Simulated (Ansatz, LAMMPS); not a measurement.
# Amorphous 31Ga2O3-69TiO2 (mol %) (116 atoms) under strain, part 4 of 5

How stiff is amorphous 31Ga2O3-69TiO2 (mol %) (116 atoms), and how do its levels respond to strain?

Ansatz 0.2.0; Kohn-Sham DFT, PBE, PAW (set soft_1), plane waves.

The cell: 20 Ga, 22 Ti and 74 O. The quench rate of 20 K/ps far exceeds what a furnace or splat quench reaches. The network of bonds at the start is that of the classical potential that made the cell. Only the Γ point is sampled.

So far. Step 7 (Volume -6 %): The relaxation converged after 20 steps, 1.99 eV below its start, with a largest force component of 0.048 eV/Å. Step 7 (Volume -6 %): Volume -6 %: the energy stands 1.13 eV above that of the reference, at a pressure of 5.68 GPa.

## (8) Volume +6 %

The relaxed cell is scaled to another volume.

Input file input.yaml:

```yaml
crystal:
  lattice:
    - [11.64464, 0.10069, 0.20018]
    - [0.10069, 11.08245, -0.29614]
    - [0.20018, -0.29614, 11.39283]
  atoms:
    [... the 116 atom lines of step 4 ...]
kpoints:
  mp_grid: { grid: [1, 1, 1] }
hamiltonian:
  xc: pbe
  pseudopotentials: { kind: paw, azcp: { folder: soft_1 } }
scf:
  occupations: { method: fixed }
output:
  forces: true
  eigenvalues: true
  stress: true
relax:
  f_tol: 0.05
  max_steps: 70
```

Run with:

```console
ansatz run input.yaml --threads 4 --pin off --max-ram 8192MiB --backend cpu --events-out ev --progress --plain --runs-dir out
```

Numbers of over 12 decimals in the logs are rounded to 6 here.

The log of the run:

```text
[...]
Crystal: 116 atoms, lattice volume = 1468.665 Å³
Basis set: ecut = 420 eV, 28721 PW (Γ), exchange–correlation on 160×150×160 points (8 copies of the dense FFT grid, shifted against one another)
Bands: 600, of which v1, the nominal top of the filled ones, is band 484 counted from 1 (483 counted from 0)
Symmetry: 1 space group operations
[...]
k-points: 1
[...]
SCF iter   1: F=—  HF=-172755.217807 eV  |F-HF|=—  |Δ(HF+E_count)|=         —  Δρ=8.42e-2  dr2=7.35e1  ethr=3.10e-3  ⟨swp⟩=4.0  Hψ=1650  notcnv=0  defer=112
[...]
SCF iter  11: F=—  HF=-172736.064535 eV  |F-HF|=—  |Δ(HF+E_count)|=   2.66e-4  Δρ=1.27e-4  dr2=2.81e-4  ethr=1.05e-7  ⟨swp⟩=2.0  Hψ=940  notcnv=0  defer=114
SCF iter  12: F=-172736.064607 eV  HF=-172736.064562 eV  |F-HF|=4.52e-5  |Δ(HF+E_count)|=   2.74e-5  Δρ=4.65e-5  dr2=4.56e-5  ethr=6.46e-9  ⟨swp⟩=9.0  Hψ=2808  notcnv=0
SCF 1 converged in 12 iterations: F = -172736.064607 eV  dr2 = 4.56e-5
[...]
relax step   1: F+E_penalty+E_count = -172736.06460712 eV  Δ(F+E_penalty+E_count) = +0.000e0 eV  max|allowed force component| = 8.672e-1 eV/Å  Δτ_max = 0.0000 Å  (12 SCF iters, dr2 threshold 6.25e-5 eV, accepted)
[...]
relax step   2: F+E_penalty+E_count = -172736.72600746 eV  Δ(F+E_penalty+E_count) = -6.614e-1 eV  max|allowed force component| = 5.501e-1 eV/Å  Δτ_max = 0.0813 Å  (8 SCF iters, dr2 threshold 4.70e-5 eV, accepted)
[...]
relax step   3: F+E_penalty+E_count = -172737.06804915 eV  Δ(F+E_penalty+E_count) = -3.420e-1 eV  max|allowed force component| = 2.420e-1 eV/Å  Δτ_max = 0.0858 Å  (8 SCF iters, dr2 threshold 1.89e-5 eV, accepted)
relax step   4: F+E_penalty+E_count = -172737.01971083 eV  Δ(F+E_penalty+E_count) = +4.834e-2 eV  max|allowed force component| = 1.475e0 eV/Å  Δτ_max = 0.2000 Å  (10 SCF iters, dr2 threshold 1.13e-5 eV, rejected (line search))
relax step   5: F+E_penalty+E_count = -172737.29142620 eV  Δ(F+E_penalty+E_count) = -2.234e-1 eV  max|allowed force component| = 1.459e-1 eV/Å  Δτ_max = 0.0974 Å  (13 SCF iters, accepted)
relax step   6: F+E_penalty+E_count = -172737.35794097 eV  Δ(F+E_penalty+E_count) = -6.651e-2 eV  max|allowed force component| = 1.411e-1 eV/Å  Δτ_max = 0.1000 Å  (9 SCF iters, dr2 threshold 4.12e-6 eV, accepted)
relax step   7: F+E_penalty+E_count = -172737.37554867 eV  Δ(F+E_penalty+E_count) = -1.761e-2 eV  max|allowed force component| = 1.446e-1 eV/Å  Δτ_max = 0.0579 Å  (9 SCF iters, dr2 threshold 7.23e-6 eV, accepted)
relax step   8: F+E_penalty+E_count = -172737.33050304 eV  Δ(F+E_penalty+E_count) = +4.505e-2 eV  max|allowed force component| = 4.663e-1 eV/Å  Δτ_max = 0.2000 Å  (9 SCF iters, dr2 threshold 1.96e-5 eV, rejected (line search))
relax step   9: F+E_penalty+E_count = -172737.40555845 eV  Δ(F+E_penalty+E_count) = -3.001e-2 eV  max|allowed force component| = 1.220e-1 eV/Å  Δτ_max = 0.0956 Å  (13 SCF iters, accepted)
relax step  10: F+E_penalty+E_count = -172737.40753412 eV  Δ(F+E_penalty+E_count) = -1.976e-3 eV  max|allowed force component| = 1.208e-1 eV/Å  Δτ_max = 0.1000 Å  (9 SCF iters, dr2 threshold 1.06e-5 eV, accepted)
relax step  11: F+E_penalty+E_count = -172737.41941277 eV  Δ(F+E_penalty+E_count) = -1.188e-2 eV  max|allowed force component| = 7.400e-2 eV/Å  Δτ_max = 0.0354 Å  (7 SCF iters, dr2 threshold 1.04e-5 eV, accepted)
relax step  12: F+E_penalty+E_count = -172737.34167747 eV  Δ(F+E_penalty+E_count) = +7.774e-2 eV  max|allowed force component| = 2.636e-1 eV/Å  Δτ_max = 0.2000 Å  (13 SCF iters, rejected (line search))
relax step  13: F+E_penalty+E_count = -172737.42322560 eV  Δ(F+E_penalty+E_count) = -3.813e-3 eV  max|allowed force component| = 6.529e-2 eV/Å  Δτ_max = 0.0349 Å  (13 SCF iters, accepted)
relax step  14: F+E_penalty+E_count = -172737.40099829 eV  Δ(F+E_penalty+E_count) = +2.223e-2 eV  max|allowed force component| = 1.618e-1 eV/Å  Δτ_max = 0.1000 Å  (13 SCF iters, rejected (line search))
[...]
relax step  15: F+E_penalty+E_count = -172737.42504509 eV  Δ(F+E_penalty+E_count) = -1.819e-3 eV  max|allowed force component| = 2.410e-2 eV/Å  Δτ_max = 0.0227 Å  (12 SCF iters, accepted)
SCF converged after 12 iterations
Free energy (F): -172737.425045 eV
[...]
Internal energy: -172737.425045 eV  (E = F + TS)
E sigma→0 (E₀):  -172737.425045 eV
Fermi energy:    5.964866 eV
[...]
Σ components = -172737.425045   (vs F -172737.425045, Δ=0.00e0)
--- Forces (eV/Å), atoms counted from 1 ---
  atom   1  Ga     0.00737851    -0.00726050    -0.00380863
  atom   2  Ga     0.00167589    -0.00003048    -0.00317990
  atom   3  Ga     0.00720645     0.00403945     0.00138255
  atom   4  Ga    -0.00155204    -0.00309784     0.01490525
[...]
atom 116  O      0.01523130    -0.00425258    -0.00936080
  max |Σ_I F_I| component: 1.44e-4 eV/Å
--- Stress (GPa, compression-positive) ---
       -3.924391      -0.286840       0.423163
       -0.286840      -4.349386      -0.353968
        0.423164      -0.353968      -3.805462
  P = ⅓ Tr σ = -4.0264 GPa (-40.264 kbar)
--- Band table (eV) ---
[...]
--- Relaxed structure (15 steps of the walk, 11 accepted, 0 SCFs on fresh bases) ---
  F+E_penalty+E_count = -172737.42504509 eV   max|allowed force component| = 2.410e-2 eV/Å
  atoms:
    - { symbol: Ga, position: [0.779065, 0.817261, 0.506652] }
    - { symbol: Ga, position: [0.597107, 0.325631, 0.233555] }
    - { symbol: Ga, position: [0.376624, 0.219176, 0.096352] }
    - { symbol: Ga, position: [0.065096, 0.805122, 0.529732] }
[...]
- { symbol: O, position: [0.551450, 0.956619, 0.335725] }
```

It took 5.5 min on 4 threads of AMD EPYC 9R14 (Zen 4), shared host; peak memory 2.6 GiB.

The relaxation converged after 15 steps, 1.36 eV below its start, with a largest force component of 0.024 eV/Å.

Volume +6 %: the energy stands 1.16 eV above that of the reference, at a pressure of -4.03 GPa.

## (9) Volume -10 %

The relaxed cell is scaled to another volume.

input.yaml, the sections that differ from step 8:

```yaml
crystal:
  lattice:
    - [11.02652, 0.09534, 0.18955]
    - [0.09534, 10.49416, -0.28042]
    - [0.18955, -0.28042, 10.78807]
  atoms:
    [... the 116 atom lines of step 4 ...]
# kpoints, hamiltonian, scf, output, relax: as in step 8
```

The log of the run:

```text
[...]
Crystal: 116 atoms, lattice volume = 1246.979 Å³
Basis set: ecut = 420 eV, 24379 PW (Γ), exchange–correlation on 150×144×150 points (8 copies of the dense FFT grid, shifted against one another)
Bands: 600, of which v1, the nominal top of the filled ones, is band 484 counted from 1 (483 counted from 0)
Symmetry: 1 space group operations
[...]
k-points: 1
[...]
SCF iter   1: F=—  HF=-172756.961430 eV  |F-HF|=—  |Δ(HF+E_count)|=         —  Δρ=1.01e-1  dr2=9.60e1  ethr=3.10e-3  ⟨swp⟩=4.0  Hψ=1707  notcnv=0  defer=112
[...]
SCF iter  10: F=—  HF=-172729.218604 eV  |F-HF|=—  |Δ(HF+E_count)|=   3.86e-4  Δρ=1.43e-4  dr2=2.87e-4  ethr=1.32e-7  ⟨swp⟩=2.0  Hψ=956  notcnv=0  defer=114
SCF iter  11: F=-172729.218692 eV  HF=-172729.218676 eV  |F-HF|=1.62e-5  |Δ(HF+E_count)|=   7.17e-5  Δρ=5.18e-5  dr2=4.42e-5  ethr=6.46e-9  ⟨swp⟩=10.0  Hψ=3042  notcnv=0
SCF 1 converged in 11 iterations: F = -172729.218692 eV  dr2 = 4.42e-5
[...]
relax step   1: F+E_penalty+E_count = -172729.21869225 eV  Δ(F+E_penalty+E_count) = +0.000e0 eV  max|allowed force component| = 1.939e0 eV/Å  Δτ_max = 0.0000 Å  (11 SCF iters, dr2 threshold 6.25e-5 eV, accepted)
[...]
relax step   2: F+E_penalty+E_count = -172731.59754615 eV  Δ(F+E_penalty+E_count) = -2.379e0 eV  max|allowed force component| = 9.394e-1 eV/Å  Δτ_max = 0.1229 Å  (7 SCF iters, dr2 threshold 1.00e-4 eV, accepted)
[...]
relax step   3: F+E_penalty+E_count = -172732.93933439 eV  Δ(F+E_penalty+E_count) = -1.342e0 eV  max|allowed force component| = 4.986e-1 eV/Å  Δτ_max = 0.1997 Å  (8 SCF iters, dr2 threshold 5.52e-5 eV, accepted)
relax step   4: F+E_penalty+E_count = -172733.43842298 eV  Δ(F+E_penalty+E_count) = -4.991e-1 eV  max|allowed force component| = 2.526e-1 eV/Å  Δτ_max = 0.2000 Å  (7 SCF iters, dr2 threshold 5.84e-5 eV, accepted)
relax step   5: F+E_penalty+E_count = -172733.65138123 eV  Δ(F+E_penalty+E_count) = -2.130e-1 eV  max|allowed force component| = 3.536e-1 eV/Å  Δτ_max = 0.1743 Å  (9 SCF iters, dr2 threshold 1.64e-5 eV, accepted)
relax step   6: F+E_penalty+E_count = -172733.86997348 eV  Δ(F+E_penalty+E_count) = -2.186e-1 eV  max|allowed force component| = 3.912e-1 eV/Å  Δτ_max = 0.2000 Å  (9 SCF iters, dr2 threshold 3.21e-5 eV, accepted)
relax step   7: F+E_penalty+E_count = -172733.95167404 eV  Δ(F+E_penalty+E_count) = -8.170e-2 eV  max|allowed force component| = 2.274e-1 eV/Å  Δτ_max = 0.0531 Å  (7 SCF iters, dr2 threshold 1.00e-4 eV, accepted)
relax step   8: F+E_penalty+E_count = -172734.11439768 eV  Δ(F+E_penalty+E_count) = -1.627e-1 eV  max|allowed force component| = 4.186e-1 eV/Å  Δτ_max = 0.2000 Å  (9 SCF iters, dr2 threshold 1.75e-5 eV, accepted)
relax step   9: F+E_penalty+E_count = -172734.27355905 eV  Δ(F+E_penalty+E_count) = -1.592e-1 eV  max|allowed force component| = 5.234e-1 eV/Å  Δτ_max = 0.1949 Å  (7 SCF iters, dr2 threshold 5.92e-5 eV, accepted)
relax step  10: F+E_penalty+E_count = -172734.31787247 eV  Δ(F+E_penalty+E_count) = -4.431e-2 eV  max|allowed force component| = 1.599e0 eV/Å  Δτ_max = 0.1953 Å  (7 SCF iters, dr2 threshold 1.00e-4 eV, accepted)
relax step  11: F+E_penalty+E_count = -172734.51816741 eV  Δ(F+E_penalty+E_count) = -2.003e-1 eV  max|allowed force component| = 1.441e0 eV/Å  Δτ_max = 0.2000 Å  (8 SCF iters, dr2 threshold 1.00e-4 eV, accepted)
relax step  12: F+E_penalty+E_count = -172734.66069891 eV  Δ(F+E_penalty+E_count) = -1.425e-1 eV  max|allowed force component| = 3.803e-1 eV/Å  Δτ_max = 0.0880 Å  (6 SCF iters, dr2 threshold 1.00e-4 eV, accepted)
relax step  13: F+E_penalty+E_count = -172734.83003365 eV  Δ(F+E_penalty+E_count) = -1.693e-1 eV  max|allowed force component| = 2.682e-1 eV/Å  Δτ_max = 0.2000 Å  (9 SCF iters, dr2 threshold 1.01e-5 eV, accepted)
relax step  14: F+E_penalty+E_count = -172734.89821176 eV  Δ(F+E_penalty+E_count) = -6.818e-2 eV  max|allowed force component| = 8.994e-1 eV/Å  Δτ_max = 0.1951 Å  (9 SCF iters, dr2 threshold 5.01e-6 eV, accepted)
relax step  15: F+E_penalty+E_count = -172735.04891438 eV  Δ(F+E_penalty+E_count) = -1.507e-1 eV  max|allowed force component| = 4.096e-1 eV/Å  Δτ_max = 0.2000 Å  (7 SCF iters, dr2 threshold 1.00e-4 eV, accepted)
relax step  16: F+E_penalty+E_count = -172735.11739079 eV  Δ(F+E_penalty+E_count) = -6.848e-2 eV  max|allowed force component| = 2.618e-1 eV/Å  Δτ_max = 0.1032 Å  (7 SCF iters, dr2 threshold 3.48e-5 eV, accepted)
relax step  17: F+E_penalty+E_count = -172735.17007983 eV  Δ(F+E_penalty+E_count) = -5.269e-2 eV  max|allowed force component| = 1.991e-1 eV/Å  Δτ_max = 0.0590 Å  (7 SCF iters, dr2 threshold 1.42e-5 eV, accepted)
relax step  18: F+E_penalty+E_count = -172735.17179685 eV  Δ(F+E_penalty+E_count) = -1.717e-3 eV  max|allowed force component| = 4.209e-1 eV/Å  Δτ_max = 0.2000 Å  (9 SCF iters, dr2 threshold 1.62e-5 eV, accepted)
relax step  19: F+E_penalty+E_count = -172735.26417967 eV  Δ(F+E_penalty+E_count) = -9.238e-2 eV  max|allowed force component| = 2.832e-1 eV/Å  Δτ_max = 0.0862 Å  (6 SCF iters, dr2 threshold 1.00e-4 eV, accepted)
relax step  20: F+E_penalty+E_count = -172735.24032959 eV  Δ(F+E_penalty+E_count) = +2.385e-2 eV  max|allowed force component| = 6.344e-1 eV/Å  Δτ_max = 0.2000 Å  (9 SCF iters, dr2 threshold 3.63e-5 eV, rejected (line search))
relax step  21: F+E_penalty+E_count = -172735.32682824 eV  Δ(F+E_penalty+E_count) = -6.265e-2 eV  max|allowed force component| = 2.171e-1 eV/Å  Δτ_max = 0.0977 Å  (12 SCF iters, accepted)
relax step  22: F+E_penalty+E_count = -172735.36629749 eV  Δ(F+E_penalty+E_count) = -3.947e-2 eV  max|allowed force component| = 1.572e-1 eV/Å  Δτ_max = 0.1000 Å  (7 SCF iters, dr2 threshold 2.13e-5 eV, accepted)
relax step  23: F+E_penalty+E_count = -172735.40603825 eV  Δ(F+E_penalty+E_count) = -3.974e-2 eV  max|allowed force component| = 2.626e-1 eV/Å  Δτ_max = 0.1495 Å  (9 SCF iters, dr2 threshold 1.30e-5 eV, accepted)
relax step  24: F+E_penalty+E_count = -172735.43376894 eV  Δ(F+E_penalty+E_count) = -2.773e-2 eV  max|allowed force component| = 1.560e-1 eV/Å  Δτ_max = 0.0400 Å  (6 SCF iters, dr2 threshold 3.62e-5 eV, accepted)
relax step  25: F+E_penalty+E_count = -172735.39054732 eV  Δ(F+E_penalty+E_count) = +4.322e-2 eV  max|allowed force component| = 3.428e-1 eV/Å  Δτ_max = 0.2000 Å  (9 SCF iters, dr2 threshold 8.58e-6 eV, rejected (line search))
relax step  26: F+E_penalty+E_count = -172735.47730491 eV  Δ(F+E_penalty+E_count) = -4.354e-2 eV  max|allowed force component| = 1.675e-1 eV/Å  Δτ_max = 0.0991 Å  (11 SCF iters, accepted)
relax step  27: F+E_penalty+E_count = -172735.47257254 eV  Δ(F+E_penalty+E_count) = +4.732e-3 eV  max|allowed force component| = 2.904e-1 eV/Å  Δτ_max = 0.0513 Å  (7 SCF iters, dr2 threshold 9.90e-6 eV, rejected (line search))
relax step  28: F+E_penalty+E_count = -172735.48935970 eV  Δ(F+E_penalty+E_count) = -1.205e-2 eV  max|allowed force component| = 5.319e-2 eV/Å  Δτ_max = 0.0250 Å  (10 SCF iters, accepted)
[...]
relax step  29: F+E_penalty+E_count = -172735.49587440 eV  Δ(F+E_penalty+E_count) = -6.515e-3 eV  max|allowed force component| = 3.889e-2 eV/Å  Δτ_max = 0.0500 Å  (10 SCF iters, accepted)
SCF converged after 10 iterations
Free energy (F): -172735.495874 eV
[...]
Internal energy: -172735.495874 eV  (E = F + TS)
E sigma→0 (E₀):  -172735.495874 eV
Fermi energy:    8.058973 eV
[...]
Σ components = -172735.495874   (vs F -172735.495874, Δ=0.00e0)
--- Forces (eV/Å), atoms counted from 1 ---
  atom   1  Ga    -0.01044344    -0.03003732     0.00475649
  atom   2  Ga     0.01434597    -0.00940820    -0.00813316
  atom   3  Ga     0.00152282     0.01121390    -0.00761174
  atom   4  Ga    -0.02158832     0.01117395     0.02061837
[...]
atom 116  O     -0.02097688    -0.00913838     0.00450071
  max |Σ_I F_I| component: 1.43e-5 eV/Å
--- Stress (GPa, compression-positive) ---
        9.535957       0.074124      -0.273548
        0.074124       9.020247      -0.451925
       -0.273548      -0.451925       7.326934
  P = ⅓ Tr σ = 8.6277 GPa (86.277 kbar)
--- Band table (eV) ---
[...]
--- Relaxed structure (29 steps of the walk, 26 accepted, 0 SCFs on fresh bases) ---
  F+E_penalty+E_count = -172735.49587440 eV   max|allowed force component| = 3.889e-2 eV/Å
  atoms:
    - { symbol: Ga, position: [0.757441, 0.852778, 0.500486] }
    - { symbol: Ga, position: [0.582971, 0.315450, 0.205416] }
    - { symbol: Ga, position: [0.334890, 0.222218, 0.080638] }
    - { symbol: Ga, position: [0.059353, 0.810792, 0.553657] }
[...]
- { symbol: O, position: [0.544367, 0.925048, 0.305776] }
```

Run time: 8.2 min. Hardware: 4 threads; peak memory 2.3 GiB.

The relaxation converged after 29 steps, 6.28 eV below its start, with a largest force component of 0.039 eV/Å.

Volume -10 %: the energy stands 3.09 eV above that of the reference, at a pressure of 8.63 GPa.

## (10) Stretched by 1 % along x

The relaxed cell is strained along x alone, which gives the stiffness along x and its coupling to y and z.

input.yaml, the sections that differ from step 9:

```yaml
crystal:
  lattice:
    - [11.53486, 0.09875, 0.19633]
    - [0.09974, 10.86927, -0.29044]
    - [0.19829, -0.29044, 11.17368]
  atoms:
    [... the 116 atom lines of step 4 ...]
# kpoints, hamiltonian, scf, output, relax: as in step 9
```

The log of the run:

```text
[...]
Crystal: 116 atoms, lattice volume = 1399.388 Å³
Basis set: ecut = 420 eV, 27391 PW (Γ), exchange–correlation on 160×150×150 points (8 copies of the dense FFT grid, shifted against one another)
Bands: 600, of which v1, the nominal top of the filled ones, is band 484 counted from 1 (483 counted from 0)
Symmetry: 1 space group operations
[...]
k-points: 1
[...]
SCF iter   1: F=—  HF=-172759.754081 eV  |F-HF|=—  |Δ(HF+E_count)|=         —  Δρ=8.84e-2  dr2=7.89e1  ethr=3.10e-3  ⟨swp⟩=4.0  Hψ=1669  notcnv=0  defer=112
[...]
SCF iter  11: F=—  HF=-172738.460466 eV  |F-HF|=—  |Δ(HF+E_count)|=   1.76e-4  Δρ=9.22e-5  dr2=1.47e-4  ethr=6.13e-8  ⟨swp⟩=2.0  Hψ=941  notcnv=0  defer=114
SCF iter  12: F=-172738.460524 eV  HF=-172738.460500 eV  |F-HF|=2.40e-5  |Δ(HF+E_count)|=   3.40e-5  Δρ=4.27e-5  dr2=3.50e-5  ethr=6.46e-9  ⟨swp⟩=9.0  Hψ=2904  notcnv=0
SCF 1 converged in 12 iterations: F = -172738.460524 eV  dr2 = 3.50e-5
[...]
relax step   1: F+E_penalty+E_count = -172738.46052445 eV  Δ(F+E_penalty+E_count) = +0.000e0 eV  max|allowed force component| = 4.199e-1 eV/Å  Δτ_max = 0.0000 Å  (12 SCF iters, dr2 threshold 6.25e-5 eV, accepted)
[...]
relax step   2: F+E_penalty+E_count = -172738.49671785 eV  Δ(F+E_penalty+E_count) = -3.619e-2 eV  max|allowed force component| = 2.531e-1 eV/Å  Δτ_max = 0.0163 Å  (7 SCF iters, dr2 threshold 1.10e-5 eV, accepted)
[...]
relax step   3: F+E_penalty+E_count = -172738.51470466 eV  Δ(F+E_penalty+E_count) = -1.799e-2 eV  max|allowed force component| = 9.324e-2 eV/Å  Δτ_max = 0.0153 Å  (7 SCF iters, dr2 threshold 4.00e-6 eV, accepted)
relax step   4: F+E_penalty+E_count = -172738.37616557 eV  Δ(F+E_penalty+E_count) = +1.385e-1 eV  max|allowed force component| = 3.005e-1 eV/Å  Δτ_max = 0.1469 Å  (13 SCF iters, rejected (line search))
[...]
relax step   5: F+E_penalty+E_count = -172738.52445134 eV  Δ(F+E_penalty+E_count) = -9.747e-3 eV  max|allowed force component| = 4.821e-2 eV/Å  Δτ_max = 0.0298 Å  (13 SCF iters, accepted)
SCF converged after 13 iterations
Free energy (F): -172738.524451 eV
[...]
Internal energy: -172738.524451 eV  (E = F + TS)
E sigma→0 (E₀):  -172738.524451 eV
Fermi energy:    6.601874 eV
[...]
Σ components = -172738.524451   (vs F -172738.524451, Δ=0.00e0)
--- Forces (eV/Å), atoms counted from 1 ---
  atom   1  Ga     0.00177136     0.00424386    -0.00346791
  atom   2  Ga    -0.00121495    -0.00677370     0.00258085
  atom   3  Ga    -0.02417294    -0.01469343    -0.00067933
  atom   4  Ga     0.01274619    -0.00009794     0.01130424
[...]
atom 116  O      0.01193551     0.02395011     0.00270976
  max |Σ_I F_I| component: 1.16e-4 eV/Å
--- Stress (GPa, compression-positive) ---
       -1.484634      -0.005187       0.157899
       -0.005187      -0.721392      -0.083999
        0.157899      -0.083999      -0.517096
  P = ⅓ Tr σ = -0.9077 GPa (-9.077 kbar)
--- Band table (eV) ---
[...]
--- Relaxed structure (5 steps of the walk, 4 accepted, 0 SCFs on fresh bases) ---
  F+E_penalty+E_count = -172738.52445134 eV   max|allowed force component| = 4.821e-2 eV/Å
  atoms:
    - { symbol: Ga, position: [0.771387, 0.808316, 0.498961] }
    - { symbol: Ga, position: [0.600358, 0.324342, 0.232610] }
    - { symbol: Ga, position: [0.378085, 0.222324, 0.091900] }
    - { symbol: Ga, position: [0.064757, 0.803642, 0.537100] }
[...]
- { symbol: O, position: [0.550085, 0.951511, 0.333614] }
```

Run time: 1.7 min. Hardware: 4 threads; peak memory 2.5 GiB; 6.6 min of CPU time.

The relaxation converged after 5 steps, 0.0639 eV below its start, with a largest force component of 0.048 eV/Å.

Stretched by 1 % along x: the energy stands 0.0609 eV above that of the reference, at a pressure of -0.908 GPa.

(Part 4 of 5 ends here.)

[Logs are printed without paths, hosts, clocks, repeated set-up lines and the standing remarks that a program may print on its own settings, such as how far it seeks lower states.]

[Hosts, paths, dates, database ids (printed as entryN), source tags and the programs' standing remarks are cut or masked in the printed files.]
